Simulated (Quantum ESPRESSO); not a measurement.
# CrO2: where do free moments turn?, part 2 of 2

The moments of CrO2 start in several directions and relax. Which textures last, and at what energy?

Quantum ESPRESSO 7.5; LDA; plane waves with GBRV 1.5 LDA potentials, no spin-orbit coupling.

So far, absolute magnetization (μB): step 2 (start 1: collinear parallel) 4.43; step 3 (start 2: two sublattices 90 degrees apart) 4.43; step 4 (start 3: random 1) 3.63.

## Step 5: Start 4: random 2

pw.in reads:

```
&CONTROL
  calculation = 'scf'
  prefix = 'pwscf'
  outdir = './tmp'
  pseudo_dir = './pseudo'
  disk_io = 'nowf'
/
&SYSTEM
  ibrav = 0
  nat = 6
  ntyp = 3
  ecutwfc = 34
  ecutrho = 238
  nbnd = 72
  occupations = 'smearing'
  smearing = 'fd'
  degauss = 0.00734986
  noncolin = .true.
  starting_magnetization(1) = 0.2142
  angle1(1) = 87.19
  angle2(1) = 18.272
  starting_magnetization(2) = 0.2144
  angle1(2) = 132.43
  angle2(2) = 85.339
  starting_magnetization(3) = 0
  nosym = .true.
/
&ELECTRONS
  conv_thr = 6d-08
  electron_maxstep = 150
  mixing_beta = 0.3
/
ATOMIC_SPECIES
Cr1    51.9961 cr_lda_v1.5.uspp.F.UPF
Cr2    51.9961 cr_lda_v1.5.uspp.F.UPF
O      15.9990 o_lda_v1.2.uspp.F.UPF
CELL_PARAMETERS angstrom
   4.4210000000    0.0000000000    0.0000000000
   0.0000000000    4.4210000000    0.0000000000
   0.0000000000    0.0000000000    2.9170000000
ATOMIC_POSITIONS crystal
Cr1     0.0000000000    0.0000000000    0.0000000000
Cr2     0.5000000000    0.5000000000    0.5000000000
O       0.3010000000    0.3010000000    0.0000000000
O       0.1990000000    0.8010000000    0.5000000000
O       0.6990000000    0.6990000000    0.0000000000
O       0.8010000000    0.1990000000    0.5000000000
K_POINTS automatic
3 3 5 0 0 0
```

Started as:

```console
$ OMP_NUM_THREADS=1 mpirun -n 4 pw.x -nk 4 -in pw.in > pw.out
```

Output:

```text
     [... lines left out ...]
Program PWSCF v.7.5 starts
     [... lines left out ...]
     number of atoms/cell      =            6
     [... lines left out ...]
     number of electrons       =        52.00
     number of Kohn-Sham states=           72
     kinetic-energy cutoff     =      34.0000  Ry
     charge density cutoff     =     238.0000  Ry
     scf convergence threshold =      6.0E-08
     [... lines left out ...]
     Noncollinear calculation without spin-orbit
     [... lines left out ...]
     No symmetry found
     [... lines left out ...]
     number of k points=    45  Fermi-Dirac smearing, width (Ry)=  0.0073
     [... lines left out ...]
     iteration # 21     ecut=    34.00 Ry     beta= 0.30
     [... lines left out ...]
     atom number    1 relative position :    0.0000   0.0000   0.0000
     [... lines left out ...]
     magnetization :          1.076750    1.119532   -0.667757
     [... lines left out ...]
     atom number    2 relative position :    0.5000   0.5000   0.3299
     [... lines left out ...]
     magnetization :          1.075826    1.119744   -0.668293
     [... lines left out ...]
     atom number    3 relative position :    0.3010   0.3010   0.0000
     [... lines left out ...]
     magnetization :         -0.028535   -0.029690    0.017716
     [... lines left out ...]
     atom number    4 relative position :    0.1990   0.8010   0.3299
     [... lines left out ...]
     magnetization :         -0.028536   -0.029682    0.017709
     [... lines left out ...]
     atom number    5 relative position :    0.6990   0.6990   0.0000
     [... lines left out ...]
     magnetization :         -0.028535   -0.029691    0.017717
     [... lines left out ...]
     atom number    6 relative position :    0.8010   0.1990   0.3299
     [... lines left out ...]
     magnetization :         -0.028540   -0.029686    0.017711
     [... lines left out ...]
     the Fermi energy is    10.4964 ev
!    total energy              =    -480.38322638 Ry
     estimated scf accuracy    <       0.00000002 Ry
     smearing contrib. (-TS)   =      -0.00561763 Ry
     [... lines left out ...]
     total magnetization       =     2.54     2.65    -1.58 Bohr mag/cell
     absolute magnetization    =     4.43 Bohr mag/cell
     convergence has been achieved in  21 iterations
```

Wall time 80 s (4 MPI ranks of Arm Neoverse V1, shared host); peak memory 0.49 GiB; 5.3 min of CPU time.

Spin moment in the atom's sphere by atom:

```tsv
atom	x (μB)	y (μB)	z (μB)	size
Cr1	1.08	1.12	-0.67	1.69
Cr2	1.08	1.12	-0.67	1.69
O3	-0.03	-0.03	0.02	0.04
O4	-0.03	-0.03	0.02	0.04
O5	-0.03	-0.03	0.02	0.04
O6	-0.03	-0.03	0.02	0.04
```

This step gave:

```
smearing term TS       : 0.07643 eV
magnetization          : 2.544, 2.647, -1.579 μB
absolute magnetization : 4.428 μB
final state            : ferromagnetic
```

## Step 6: An input with a fault

As a test, an input with a fault in it is run.

pw.in reads:

```
&CONTROL
  calculation = 'scf'
  prefix = 'pwscf'
  outdir = './tmp'
  pseudo_dir = './pseudo'
  disk_io = 'nowf'
/
&SYSTEM
  ibrav = 0
  nat = 6
  ntyp = 3
  ecutwfc = 34
  ecutrho = 238
  nbnd = 39
  occupations = 'smearing'
  smearing = 'fd'
  degauss = 0.00734986
  nspin = 2
  starting_magnetization(1) = 0.2143
  starting_magnetization(2) = 0
/
&ELECTRONS
  conv_thr = 6d-08
  electron_maxstep = 60
  mixing_beta = 0.3
/
ATOMIC_SPECIES
Cr     51.9961 cr_lda_v1.5.uspp.F.UPF
O      15.9990 o_lda_v1.2.uspp.F.UPF
CELL_PARAMETERS angstrom
   4.4210000000    0.0000000000    0.0000000000
   0.0000000000    4.4210000000    0.0000000000
   0.0000000000    0.0000000000    2.9170000000
ATOMIC_POSITIONS crystal
Cr      0.0000000000    0.0000000000    0.0000000000
Cr      0.5000000000    0.5000000000    0.5000000000
O       0.3010000000    0.3010000000    0.0000000000
O       0.1990000000    0.8010000000    0.5000000000
O       0.6990000000    0.6990000000    0.0000000000
O       0.8010000000    0.1990000000    0.5000000000
K_POINTS automatic
3 3 5 0 0 0
```

Output:

```text
     [... lines left out ...]
Program PWSCF v.7.5 starts
     Error in routine  card_atomic_species (5010):
     cannot read atomic specie from: CELL_PARAMETERS angstrom
 %%%%%%%%%%%%%%%%%%%%%%%%%%%%%%%%%%%%%%%%%%%%%%%%%%%%%%%%%%%%%%%%%%%%%%%%%%%%%%
     stopping ...
```

Elapsed: 0.49 s, on 4 MPI ranks; peak memory 0.05 GiB.

The input was rejected at the start.

The program's message: “card_atomic_species (5010): cannot read atomic specie from: CELL_PARAMETERS angstrom”

The fault put into the input: a wrong number of types.

## Step 7: Ranking

Textures, by row:

```tsv
start	final state	energy over the lowest (meV a seeded atom)	smallest moment (μB)	largest moment (μB)	net moment (μB a cell)	angles to the first moment (degrees)
collinear parallel	ferromagnetic	0.02069	1.69	1.69	3.996	0
two sublattices 90 degrees apart	ferromagnetic	0	1.69	1.691	3.996	0
random 1	antiferromagnetic	123.4	1.419	1.42	0.007482	180
random 2	ferromagnetic	0	1.691	1.691	3.996	0
```

## Step 8: Outcome

- lowest start: collinear parallel, two sublattices 90 degrees apart and random 2
- its final state: ferromagnetic
- its moments: 1.69 μB
- its net moment: 4.00 μB a cell

In words: No finished start ends non-collinear. The mesh is coarse, so differences of some ten meV can be noise where moments are itinerant. Without spin–orbit coupling only the angles between moments matter. The cell holds only so many moments, so longer spirals cannot form in it. Energies are free energies at an electronic temperature of 1160 K, which lowers moments and differences where the moments are itinerant. No Hubbard term acts here. In such compounds local and semilocal functionals without one often delocalise the d electrons, and can shrink or lose moments and miss the size, sign and order of the couplings. The cutoff lies under the 40 Ry that these files are usually run at. The smearing term is large for its width, so states at the Fermi level are partly filled: at this level the cell is a metal or has a gap of a few widths at most.

[Logs and program files are shortened in this print: banners, set-up blocks, solver, clock and traceback lines can be left out without a mark of their own.]

[Logs are printed without paths, hosts, clocks, repeated set-up lines and the standing remarks that a program may print on its own settings, such as how far it seeks lower states.]

[Hosts, paths, dates, database ids (printed as entryN), source tags and the programs' standing remarks are cut or masked in the printed files.]

[Where a cell is said to come from a database of computed structures, the database is the Materials Project.]
